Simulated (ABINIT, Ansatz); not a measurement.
# How the form of the self-energy moves the gap of KCl (Sylvite)

Aim: compare treatments of exchange, screening and correlation for the gap of KCl (Sylvite).

Main program and level: ABINIT 10.8.3; PBE and many-body steps on it, plane waves.

Report form: the programs' logs are mostly left out.

## Step 1: The starting structure

Symmetry: Fm-3m, No. 225, cubic system. Conventional cell: a = 6.293 Å, b = 6.293 Å, c = 6.293 Å, α = 90.00°, β = 90.00°, γ = 90.00°. Nearest to K lie 6 Cl at 3.15 Å. Nearest to Cl lie 6 K at 3.15 Å. Farther neighbours and most contacts between anions are not listed.

The cell and positions come from the Crystallography Open Database and are kept as given unless a step says otherwise.

## Step 2: Empty states on the mesh, 4×4×4 mesh, 1147 bands

This step: ABINIT 10.8.3; DFT, PBE, plane waves, norm-conserving pseudopotentials.

The sums over transitions need many empty states on a uniform mesh; this step solves for them.

run.abi reads:

```
acell 3*1.0 Angstrom
rprim 
  -0.000000000000 3.146470000000 3.146470000000
  3.146470000000 0.000000000000 3.146470000000
  3.146470000000 3.146470000000 -0.000000000000
ntypat 2
znucl 19 17
natom 2
typat 1 2
xred 
  0.000000000000 0.000000000000 0.000000000000
  0.500000000000 0.500000000000 0.500000000000
pp_dirpath "pseudos"
pseudos "K.upf, Cl.upf"
ecut 33
ngkpt 4 4 4
nshiftk 1
shiftk 0 0 0
kptopt 1
chksymbreak 0
irdden 1
istwfk *1
nband 1147
prtvol 0
optdriver 6
gwr_task "HDIAGO"
paral_kgb 0
occopt 1
indata_prefix "in"
outdata_prefix "out"
tmpdata_prefix "tmp"
```

Command:

```bash
OMP_NUM_THREADS=1 mpirun -n 4 abinit run.abi > log
```

Elapsed: 2.1 min, on 4 MPI ranks of Intel Xeon 6975P-C (Granite Rapids), shared host; peak memory 3.6 GiB.

This step gave:

* gap: 5.190 eV
* k of the valence top: 0, 0, 0
* k of the conduction bottom: 0, 0, 0
* least direct gap: 5.190 eV
* k points computed: 8
* lowest point of the top converged band, above the valence top: 391.8834 eV

On this mesh the gap is 5.190 eV.

The density comes from a self-consistent run that is not shown.

## Step 3: Screening, 4×4×4 mesh, 469 bands, screening to 283 eV

The RPA dielectric matrix is built and inverted for each q.

This step: RPA screening on PBE, plane waves, norm-conserving pseudopotentials.

run.abi: that of step 2 with these lines changed.

```diff
@@ -20,10 +20,11 @@
 chksymbreak 0
-irdden 1
 istwfk *1
-nband 1147
-prtvol 0
-optdriver 6
-gwr_task "HDIAGO"
-paral_kgb 0
 occopt 1
+irdwfk 1
+optdriver 3
+nband 469
+ecuteps 10.4
+inclvkb 2
+awtr 1
+symchi 1
 indata_prefix "in"
```

Elapsed: 8.8 min, on 4 MPI ranks; peak memory 3.6 GiB.

Numbers from this step:

```yaml
eps_infinity_with_local_fields_on_this_mesh_along_the_program_s_q_direction: 2.178
the_same_without_local_fields: 2.586
plasma_frequency: 18.82 eV
plane_waves_in_the_screening_matrix: 645
```

Local fields lower ε∞ by 16 %.

## Step 4: G0W0, Godby-Needs plasmon pole

The self-energy is evaluated for the states that the input lists, and the levels follow from it, in one-shot runs by the linearised quasiparticle equation.

This step: G0W0 on PBE, plane waves, norm-conserving pseudopotentials.

run.abi: that of step 3 with these lines changed.

```diff
@@ -23,8 +23,15 @@
 irdwfk 1
-optdriver 3
+optdriver 4
 nband 469
+gwcalctyp 0
+ecutsigx 33
+symsigma 1
+nkptgw 1
+kptgw 
+  0.0000000000 0.0000000000 0.0000000000
+bdgw 
+  6 12
 ecuteps 10.4
-inclvkb 2
-awtr 1
-symchi 1
+irdscr 1
+ppmodel 1
 indata_prefix "in"
```

Elapsed: 3.4 min, on 4 MPI ranks; peak memory 4.1 GiB; 13 min of CPU time.

This step gave:

| Property | Result |
| --- | --- |
| G0W0 gap on the points computed | 8.203 eV |
| starting gap on the mesh | 5.190 eV |
| k of the valence top | 0, 0, 0 |
| k of the conduction bottom | 0, 0, 0 |
| Z at the valence top | 0.807 |
| Z at the conduction bottom | 0.872 |
| least direct G0W0 gap on the computed points | 8.203 eV |

The gap on the mesh goes from 5.19 eV to 8.20 eV, a correction of +3.01 eV.

## Step 5: G0W0, Hybertsen-Louie plasmon pole

run.abi: that of step 4 with these lines changed.

```diff
@@ -35,3 +35,3 @@
 irdscr 1
-ppmodel 1
+ppmodel 2
 indata_prefix "in"
```

Run time: 3.6 min. Hardware: 4 MPI ranks; peak memory 4 GiB; 14 min of CPU time.

This step gave:

* G0W0 gap on the points computed: 8.625 eV
* starting gap on the mesh: 5.190 eV
* k of the valence top: 0, 0, 0
* k of the conduction bottom: 0, 0, 0
* Z at the valence top: 0.86
* Z at the conduction bottom: 0.897
* least direct G0W0 gap on the computed points: 8.625 eV

Against G0W0 in ABINIT (4×4×4 mesh, 469 bands, screening to 283 eV, Godby-Needs plasmon pole), the gap moves by +0.422 eV.

## Step 6: G0W0, Engel-Farid plasmon pole

run.abi: that of step 5 with these lines changed.

```diff
@@ -35,3 +35,3 @@
 irdscr 1
-ppmodel 2
+ppmodel 4
 indata_prefix "in"
```

Wall time 72 s (4 MPI ranks); peak memory 3.7 GiB; 4.8 min of CPU time.

This step gave:

```yaml
g0w0_gap_on_the_points_computed: 8.416 eV
starting_gap_on_the_mesh: 5.190 eV
k_of_the_valence_top: 0, 0, 0
k_of_the_conduction_bottom: 0, 0, 0
least_direct_g0w0_gap_on_the_computed_points: 8.416 eV
```

Against G0W0 in ABINIT (4×4×4 mesh, 469 bands, screening to 283 eV, Godby-Needs plasmon pole), the gap moves by +0.213 eV.

## Step 7: One-shot Hartree-Fock

This step: one-shot Hartree-Fock on PBE, plane waves, norm-conserving pseudopotentials.

run.abi: that of step 6 with these lines changed.

```diff
@@ -24,4 +24,4 @@
 optdriver 4
-nband 469
-gwcalctyp 0
+nband 12
+gwcalctyp 5
 ecutsigx 33
@@ -33,5 +33,4 @@
   6 12
-ecuteps 10.4
-irdscr 1
-ppmodel 4
+ixc_sigma 40
+fftgw 31
 indata_prefix "in"
```

The job ended after 3 s (4 MPI ranks; peak memory 0.18 GiB).

Numbers from this step:

| Item | Value |
| --- | --- |
| quasiparticle gap on the points computed | 13.42 eV |
| starting gap on the mesh | 5.190 eV |
| k of the valence top | 0, 0, 0 |
| k of the conduction bottom | 0, 0, 0 |
| least direct quasiparticle gap on the computed points | 13.42 eV |

Against G0W0 in ABINIT (4×4×4 mesh, 469 bands, screening to 283 eV, Godby-Needs plasmon pole), the gap moves by +5.213 eV.

## Step 8: Screening, 4×4×4 mesh, 469 bands, screening to 283 eV

This step: RPA screening on PBE, plane waves, norm-conserving pseudopotentials.

run.abi: that of step 7 with these lines changed.

```diff
@@ -23,14 +23,14 @@
 irdwfk 1
-optdriver 4
-nband 12
-gwcalctyp 5
-ecutsigx 33
-symsigma 1
-nkptgw 1
-kptgw 
-  0.0000000000 0.0000000000 0.0000000000
-bdgw 
-  6 12
-ixc_sigma 40
-fftgw 31
+optdriver 3
+nband 469
+ecuteps 10.4
+inclvkb 2
+awtr 1
+symchi 1
+gwcalctyp 2
+nfreqre 16
+freqremax 40 eV
+nfreqim 8
+spmeth 1
+nomegasf 120
 indata_prefix "in"
```

Elapsed: 35 min, on 4 MPI ranks; peak memory 5.2 GiB.

This step gave:

- ε∞ with local fields, on this mesh, along the program's q direction: 2.196
- the same without local fields: 2.612
- plasma frequency: 18.82 eV
- plane waves in the screening matrix: 645

## Step 9: G0W0, contour deformation

This step: G0W0 on PBE, plane waves, norm-conserving pseudopotentials.

run.abi: that of step 8 with these lines changed.

```diff
@@ -23,14 +23,15 @@
 irdwfk 1
-optdriver 3
+optdriver 4
 nband 469
+gwcalctyp 2
+ecutsigx 33
+symsigma 1
+nkptgw 1
+kptgw 
+  0.0000000000 0.0000000000 0.0000000000
+bdgw 
+  6 12
 ecuteps 10.4
-inclvkb 2
-awtr 1
-symchi 1
-gwcalctyp 2
-nfreqre 16
-freqremax 40 eV
-nfreqim 8
-spmeth 1
-nomegasf 120
+irdscr 1
+gwmem 01
 indata_prefix "in"
```

The job ended after 2.1 min (4 MPI ranks; peak memory 3.9 GiB; 8.5 min of CPU time).

Numbers from this step:

```
G0W0 gap on the points computed              : 8.124 eV
starting gap on the mesh                     : 5.190 eV
k of the valence top                         : 0, 0, 0
k of the conduction bottom                   : 0, 0, 0
least direct G0W0 gap on the computed points : 8.124 eV
```

Against G0W0 in ABINIT (4×4×4 mesh, 469 bands, screening to 283 eV, Godby-Needs plasmon pole), the gap moves by −0.079 eV.

## Step 10: Side by side

Times are wall times on 4 MPI ranks of Intel Xeon 6975P-C (Granite Rapids), shared host, good to a factor of about two. A run's time includes the screening step that it read.

```tsv
run	mesh	bands	screening cutoff (eV)	DFT gap (eV)	gap on the mesh (eV)	direct (eV)	ε∞ used	time
G0W0, Godby-Needs plasmon pole	4×4×4	469	283	5.190	8.203	8.203	2.18	12 min
G0W0, Hybertsen-Louie plasmon pole	4×4×4	469	283	5.190	8.625	8.625	2.18	12 min
G0W0, Engel-Farid plasmon pole	4×4×4	469	283	5.190	8.416	8.416	2.18	10 min
one-shot Hartree-Fock	4×4×4	-	-	5.190	13.416	13.416	-	3 s
G0W0, contour deformation	4×4×4	469	283	5.190	8.124	8.124	2.20	37 min
```

## Step 11: Results

* G0W0, Godby-Needs plasmon pole: 8.203 eV
* G0W0, Hybertsen-Louie plasmon pole: 8.625 eV
* G0W0, Engel-Farid plasmon pole: 8.416 eV
* one-shot Hartree-Fock: 13.416 eV
* G0W0, contour deformation: 8.124 eV
* known limits: not at the basis limit

In words: G0W0, Hybertsen-Louie plasmon pole: +0.422 eV against G0W0, Godby-Needs plasmon pole. G0W0, Engel-Farid plasmon pole: +0.213 eV against G0W0, Godby-Needs plasmon pole. One-shot Hartree-Fock: +5.213 eV against G0W0, Godby-Needs plasmon pole. G0W0, contour deformation: −0.079 eV against G0W0, Godby-Needs plasmon pole. Bare exchange alone opens the gap to 13.42 eV; against G0W0, correlation takes back 5.21 eV. Bands and cutoff are finite, so the gap is not at the basis limit. The miss can reach some tenths of an eV and take either sign; the mesh is an error of its own. In the G0W0 runs levels were corrected at 1 k point alone, so a gap called «on the mesh» is the least over those, and an edge elsewhere would be missed.

[Paths, hosts, dates, memory and timing lines, banners, echoed tables and standing remarks are left out of the program output.]

[Logs are printed without paths, hosts, clocks, repeated set-up lines and the standing remarks that a program may print on its own settings, such as how far it seeks lower states.]

[Runs of the session that timed out or met a known fault of the program may be left out.]

[Hosts, paths, dates, database ids (printed as entryN), source tags and the programs' standing remarks are cut or masked in the printed files.]

[G0W0 gaps are taken among the corrected bands and points alone; a level outside them can change the order at an edge.]

[Where Ansatz stands beside ABINIT at settings called matched, ABINIT's density can come from a denser mesh and the files from another edition; pairs whose starting gaps differed by over 0.03 eV were left out, so agreement reads better than it is.]
